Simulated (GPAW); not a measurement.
# CsPbCl3: optical spectrum from first principles

Aim: the dielectric function of CsPbCl3, and the optical constants that follow from it.

Method: DFT, PBE, plane-wave PAW (GPAW data sets), scalar-relativistic, RPA, optical limit, in GPAW 26.7.0.

## 1. The starting structure

Symmetry: Pm-3m, No. 221, cubic system. The conventional cell has a = 5.605 Å, b = 5.605 Å, c = 5.605 Å, α = 90.00°, β = 90.00°, γ = 90.00°. Nearest to Pb lie 6 Cl at 2.80 Å. Cs has 12 Cl at 3.96 Å nearest. Nearest to Cl lie 2 Pb at 2.80 Å and 4 Cs at 3.96 Å. Farther neighbours and most contacts between anions are not listed.

As a file:

```cif
data_structure
_symmetry_space_group_name_H-M 'P 1'
_symmetry_Int_Tables_number 1
_cell_length_a 5.6050
_cell_length_b 5.6050
_cell_length_c 5.6050
_cell_angle_alpha 90.000
_cell_angle_beta 90.000
_cell_angle_gamma 90.000
_cell_volume 176.09
loop_
_atom_site_label
_atom_site_type_symbol
_atom_site_fract_x
_atom_site_fract_y
_atom_site_fract_z
_atom_site_occupancy
Pb1 Pb 0.50000 0.50000 0.50000 1
Cs2 Cs 0.00000 0.00000 0.00000 1
Cl3 Cl 0.50000 0.00000 0.50000 1
Cl4 Cl 0.00000 0.50000 0.50000 1
Cl5 Cl 0.50000 0.50000 0.00000 1
```

## 2. Bands for the response

At the fixed density, many empty bands are solved on the mesh of the response, since the spectrum sums over them.

This step: DFT, PBE, plane-wave PAW (GPAW data sets), scalar-relativistic, bands at fixed density (GPAW 26.7.0).

nscf.py reads:

```python
from ase.dft.bandgap import bandgap
from gpaw import GPAW, FermiDirac

calc = GPAW('gs.gpw').fixed_density(kpts={'size': (6, 6, 6), 'gamma': True}, nbands=151, convergence={'bands': 145},
                                    occupations=FermiDirac(0.001), txt='nscf.txt')
print('gap (eV)', bandgap(calc, output=None)[0])
print('direct gap (eV)', bandgap(calc, direct=True, output=None)[0])
print('top band over the Fermi level (eV)', min(calc.get_eigenvalues(kpt=k)[144] for k in range(len(calc.get_ibz_k_points()))) - calc.get_fermi_level())
calc.write('full.gpw', mode='all')
```

On the command line:

```sh
> OMP_NUM_THREADS=1 python nscf.py
```

Numbers of over 12 decimals in the logs are rounded to 6 here.

The log of the run:

```text
Diagonalizing LCAO Hamiltonian
Converting LCAO to pw mode
convergence criteria:
- Maximum integral of absolute [eigenst]ate change: 4e-08 eV^2 / valence electron
maximum number of iterations: 150

SCF iterations
|iter     |      energy | eigst |  dens |
|iter:   1||             | +4.01 |       |
|iter:   2||             | +2.88 |       |
|iter:   3||             | +1.99 |       |
|iter:   4||             | +1.12 |       |
|iter:   5||             | +0.55 |       |
|iter:   6||             | +0.10 |       |
|iter:   7||             | -0.31 |       |
|iter:   8||             | -0.69 |       |
|iter:   9||             | -1.05 |       |
|iter:  10||             | -1.46 |       |
|iter:  11||             | -1.82 |       |
|iter:  12||             | -2.23 |       |
|iter:  13||             | -2.60 |       |
|iter:  14||             | -2.99 |       |
|iter:  15||             | -3.36 |       |
|iter:  16||             | -3.72 |       |
[...]
|iter:  24||             | -6.02 |       |
|iter:  25||             | -6.19 |       |
|iter:  26||             | -6.33 |       |
|iter:  27||             | -6.51 |       |
|iter:  28||             | -6.68 |       |
|iter:  29||             | -6.84 |       |
|iter:  30||             | -6.98 |       |
|iter:  31||             | -6.95 |       |
|iter:  32||             | -7.42c|       |
SCF steps: 32
  __  _  _
 | _ |_)|_||  |
 |__||  | ||/\| - 26.7.0

Versions:
  Python: 3.12.14
  ASE:    3.29.0
  Numpy:  2.5.5
  Scipy:  1.18.1
  Libxc:  7.0.0

Input parameters:
  mode=PW(ecut=500.0),
  convergence={'bands': 145},
  gpts=array([30, 30, 30]),
  kpts=MonkhorstPack(size=(6, 6, 6), gamma=True),
  maxiter=150,
  nbands=151,
  occupations=Occupations(name='fermi-dirac', width=0.001, fixmagmom=False),
  parallel={},
  xc=XC(name='PBE')

--- standard output ---
gap (eV) 1.866316
direct gap (eV) 1.866316
top band over the Fermi level (eV) 39.050614
```

The job ended after 14 min (1 thread of Arm Neoverse V1, shared host; peak memory 0.45 GiB).

This step gave:

* gap on the k-mesh: 1.866 eV
* direct gap on the mesh: 1.866 eV

## 3. Dielectric function, RPA

Transitions between filled and empty bands, summed over the zone, give the optical response, so mesh, band count and broadening shape it.

The induced potential is part of this response.

This step: DFT, PBE, plane-wave PAW (GPAW data sets), scalar-relativistic, RPA, optical limit (GPAW 26.7.0).

df.py reads:

```python
from gpaw.response.df import DielectricFunction

df = DielectricFunction('full.gpw', frequencies={'type': 'nonlinear', 'domega0': 0.03, 'omega2': 8},
                        ecut=50,
                        eta=0.15,
                        nbands=145,
                        txt='df.txt')
for direction in ['x']:
    df.get_dielectric_function(xc='RPA', direction=direction, filename=f'df_{direction}.csv')
```

On the command line:

```sh
> OMP_NUM_THREADS=1 python df.py
```

The log of the run:

```text
Using integrator: PointIntegrator
NonLinearFrequencyDescriptor(from 0.000 to 63.145 eV, 494 points)
Nonperiodic BCs:  [False False False]
Using integrator: PointIntegrator
NonLinearFrequencyDescriptor(from 0.000 to 63.145 eV, 494 points)
Nonperiodic BCs:  [False False False]

Calculating chi0 body with:
    Ground state adapter containing:
    Number of spins: 1
    Number of kpoints: 216
    Number of irreducible kpoints: 20
    Number of completely occupied states: 22
    Number of partially occupied states: 22

    Linear response parametrization:
    q_c: [0.0, 0.0, 0.0]
    Number of frequency points: 494
    Planewave cutoff: 50.0
    Number of bands: 145
    Number of planewaves: 147
    Broadening (eta): 0.15

Integrating chi0 body.

Symmetries of q_c:
    Direct symmetries (Uq -> q): 48
    Indirect symmetries (TUq -> q): 0
In total 48 allowed symmetries.

20 groups of equivalent kpoints. 90.740741% reduction.

Integral kind: spectral function

Calculating chi0 optical extensions with:
    Ground state adapter containing:
    Number of spins: 1
    Number of kpoints: 216
    Number of irreducible kpoints: 20
    Number of completely occupied states: 22
    Number of partially occupied states: 22

    Linear response parametrization:
    Number of frequency points: 494
    Planewave cutoff: 50.0
    Number of bands: 145
    Number of planewaves: 147
    Broadening (eta): 0.15
Integrating chi0 head and wings.

Symmetries of q_c:
    Direct symmetries (Uq -> q): 48
    Indirect symmetries (TUq -> q): 0
In total 48 allowed symmetries.

20 groups of equivalent kpoints. 90.740741% reduction.

Integral kind: spectral function wings
```

It took 74 s on 1 thread; peak memory 0.79 GiB.

This step gave:

| Quantity | Value |
| --- | --- |
| electronic dielectric constant ε∞, mean over x, y and z (by symmetry where fewer were run) | 3.931 |
| main peak of Im epsilon, first axis | 3.621 eV |

The Im ε, E ∥ x has structure finer than the step of the table below, so its rows give means over 0.5 eV, whole bins alone (the curve runs from 0 to 14.0 eV). Peaks (eV: height): 2.43: 1.97, 3.02: 3.20, 3.64: 3.74, 4.42: 3.18, 8.03: 2.14, 11.18: 1.91.

Values under the direct gap are tails of Lorentzian lines. Im ε, E ∥ x against photon energy; means over each step:

photon energy (eV), Im ε, E ∥ x and a bar:
```
      0.5       0.03 
      1.0       0.07 
      1.5       0.23 ##
      2.0       0.69 #######
      2.5       1.45 ###############
      3.0       2.39 #########################
      3.5       2.84 #############################
      4.0       2.50 ##########################
      4.5       2.91 ##############################
      5.0       2.77 #############################
      5.5       2.72 ############################
      6.0       2.34 ########################
      6.5       1.94 ####################
      7.0       1.94 ####################
      7.5       1.49 ###############
      8.0       2.02 #####################
      8.5       1.93 ####################
      9.0       1.61 ################
      9.5       1.18 ############
     10.0       1.04 ###########
     10.5       1.19 ############
     11.0       1.60 ################
     11.5       1.48 ###############
     12.0       1.22 ############
     12.5       1.19 ############
     13.0       1.33 ##############
     13.5       1.40 ##############
```

The Re ε, E ∥ x by photon energy:

```tsv
photon energy (eV)	Re ε, E ∥ x
0.0	3.93
0.5	3.97
1.0	4.12
1.5	4.47
2.0	4.53
2.5	4.28
3.0	4.87
3.5	4.65
4.0	3.02
4.5	2.42
5.0	2.44
5.5	2.09
6.0	1.30
6.5	1.45
7.0	1.36
7.5	1.47
8.0	1.56
8.5	1.09
9.0	0.843
9.5	0.935
10.0	1.22
10.5	1.50
11.0	1.60
11.5	0.759
12.0	1.04
12.5	1.10
13.0	1.11
13.5	0.908
```

The reflectivity at normal incidence, E ∥ x has structure finer than the step of the table below, so its rows give means over 0.5 eV, whole bins alone (the curve runs from 0 to 14.0 eV). Peaks (eV: height): 2.36: 16.6, 2.98: 19.1, 3.59: 19.5, 4.24: 16.6, 5.77: 16.0, 8.52: 11.6, 11.25: 11.2.

The reflectivity at normal incidence, E ∥ x by photon energy; means over each step:

photon energy (eV), reflectivity at normal incidence, E ∥ x (%) and a bar from the least value:
```
      0.5       11.0 ################
      1.0       11.6 #################
      1.5       12.9 ####################
      2.0       13.9 #######################
      2.5       14.9 #########################
      3.0       16.9 ##############################
      3.5       16.9 ##############################
      4.0       14.0 #######################
      4.5       15.3 ##########################
      5.0       14.5 ########################
      5.5       14.4 ########################
      6.0       13.1 #####################
      6.5       10.3 ##############
      7.0       10.5 ##############
      7.5        7.5 #######
      8.0       10.8 ###############
      8.5       11.2 ################
      9.0       10.0 #############
      9.5        6.4 ####
     10.0        4.6 
     10.5        5.4 ##
     11.0        8.2 #########
     11.5        9.0 ###########
     12.0        6.3 ####
     12.5        5.9 ###
     13.0        6.8 #####
     13.5        8.1 #########
```

The Im ε, E ∥ x has structure finer than the step of the table below, so its rows give means over 0.25 eV, whole bins alone (the curve runs from 0 to 14.0 eV). Peaks (eV: height): without local fields 2.432: 2.17, 3.018: 3.56, 3.594: 4.08, 4.290: 3.35, 5.715: 3.20, 7.966: 3.18, 11.029: 3.15; with local fields 2.432: 1.97, 3.018: 3.20, 3.636: 3.74, 4.425: 3.18, 8.026: 2.14, 11.177: 1.91.

Values under the direct gap are tails of Lorentzian lines. The Im ε, E ∥ x by photon energy; means over each step:

```tsv
photon energy (eV)	without local fields	with local fields
0.25	0.0141	0.0127
0.50	0.0296	0.0266
0.75	0.0484	0.0436
1.00	0.0744	0.0671
1.25	0.117	0.106
1.50	0.217	0.197
1.75	0.587	0.537
2.00	0.724	0.663
2.25	1.14	1.02
2.50	1.83	1.67
2.75	1.51	1.34
3.00	3.12	2.80
3.25	2.48	2.29
3.50	3.21	2.88
3.75	3.37	3.18
4.00	2.31	2.16
4.25	3.18	2.95
4.50	3.07	2.95
4.75	2.82	2.65
5.00	2.97	2.78
5.25	2.96	2.72
5.50	2.93	2.68
5.75	3.05	2.81
6.00	2.54	2.29
6.25	2.26	2.01
6.50	2.23	1.93
6.75	2.29	1.97
7.00	2.41	1.98
7.25	2.23	1.71
7.50	1.99	1.40
7.75	2.63	1.70
8.00	3.10	2.10
8.25	2.88	2.01
8.50	2.72	1.96
8.75	2.33	1.78
9.00	2.11	1.64
9.25	1.75	1.35
9.50	1.66	1.18
9.75	1.58	1.06
10.00	1.71	1.05
10.25	1.85	1.05
10.50	2.25	1.21
10.75	2.54	1.31
11.00	3.04	1.60
11.25	2.70	1.84
11.50	2.20	1.44
11.75	2.02	1.23
12.00	2.18	1.22
12.25	2.22	1.21
12.50	2.34	1.18
12.75	2.46	1.25
13.00	2.42	1.33
13.25	2.68	1.40
13.50	2.84	1.42
13.75	2.90	1.28
```

The loss function −Im 1/ε at q → 0, E ∥ x has structure finer than the step of the table below, so its rows give means over 0.5 eV, whole bins alone (the curve runs from 0 to 14.0 eV). Peaks (eV: height): 3.89: 0.198, 7.32: 0.407, 9.28: 0.567, 11.56: 0.558.

Values under the direct gap are tails of Lorentzian lines. Table of loss function −Im 1/ε at q → 0, E ∥ x by energy loss; means over each step:

energy loss (eV), loss function −Im 1/ε at q → 0, E ∥ x and a bar:
```
      0.5      0.002 
      1.0      0.004 
      1.5      0.011 #
      2.0      0.030 ##
      2.5      0.060 ###
      3.0      0.090 #####
      3.5      0.118 #######
      4.0      0.158 #########
      4.5      0.188 ###########
      5.0      0.210 ############
      5.5      0.241 ##############
      6.0      0.325 ##################
      6.5      0.325 ##################
      7.0      0.349 ####################
      7.5      0.338 ###################
      8.0      0.307 #################
      8.5      0.394 ######################
      9.0      0.494 ############################
      9.5      0.527 ##############################
     10.0      0.411 #######################
     10.5      0.334 ###################
     11.0      0.332 ###################
     11.5      0.509 #############################
     12.0      0.483 ###########################
     12.5      0.454 ##########################
     13.0      0.438 #########################
     13.5      0.506 #############################
```

From ε follow the optical constants at some laser and lamp lines:

```tsv
wavelength (nm)	n	k	R (%)	1/α
1550	2.01	0.012	11.3	10 µm
1064	2.05	0.022	11.9	3.9 µm
633	2.13	0.163	13.2	309 nm
532	2.31	0.300	16.4	141 nm
365	2.13	0.503	15.2	58 nm
308	1.86	0.528	12.1	46 nm
193	1.39	0.705	10.5	22 nm
```

Below the direct gap, k and the depth come from the tails of the Lorentzian lines, not from transitions.

## 4. Results

```
electronic dielectric constant ε∞, mean over x, y and z (by symmetry where fewer were run) (RPA) : 3.93
main peak of Im epsilon, first axis                                                              : 3.62 eV
```

In words: At this level (PBE, RPA) CsPbCl3 has ε∞ = 3.93 and n = 2.01 at 1550 nm, and Im ε peaks at 3.6 eV. On the mesh the gap is 1.87 eV and the least direct gap 1.87 eV. Local fields change the static value along x from 4.47 to 3.93 (-12 %). Distinct maxima of Im ε, read by a parabola through the highest points, lie at 3.04 eV (3.2), 3.62 eV (3.8), 4.41 eV (3.2) and 5.71 eV (2.9). Excitons and phonon-assisted transitions are missing; PBE gaps are as a rule too small, which pulls the onset down and ε∞ up, while the missing spin-orbit coupling works the other way with such heavy atoms. Spin-orbit coupling is left out although heavy atoms are present. The sum runs over mesh points, so small or evenly spaced maxima can still be ripples of the mesh.

[Machine, clock and banner lines and Python warnings are left out of the logs.]

[Logs are printed without paths, hosts, clocks, repeated set-up lines and the standing remarks that a program may print on its own settings, such as how far it seeks lower states.]

[Hosts, paths, dates, database ids (printed as entryN), source tags and the programs' standing remarks are cut or masked in the printed files.]
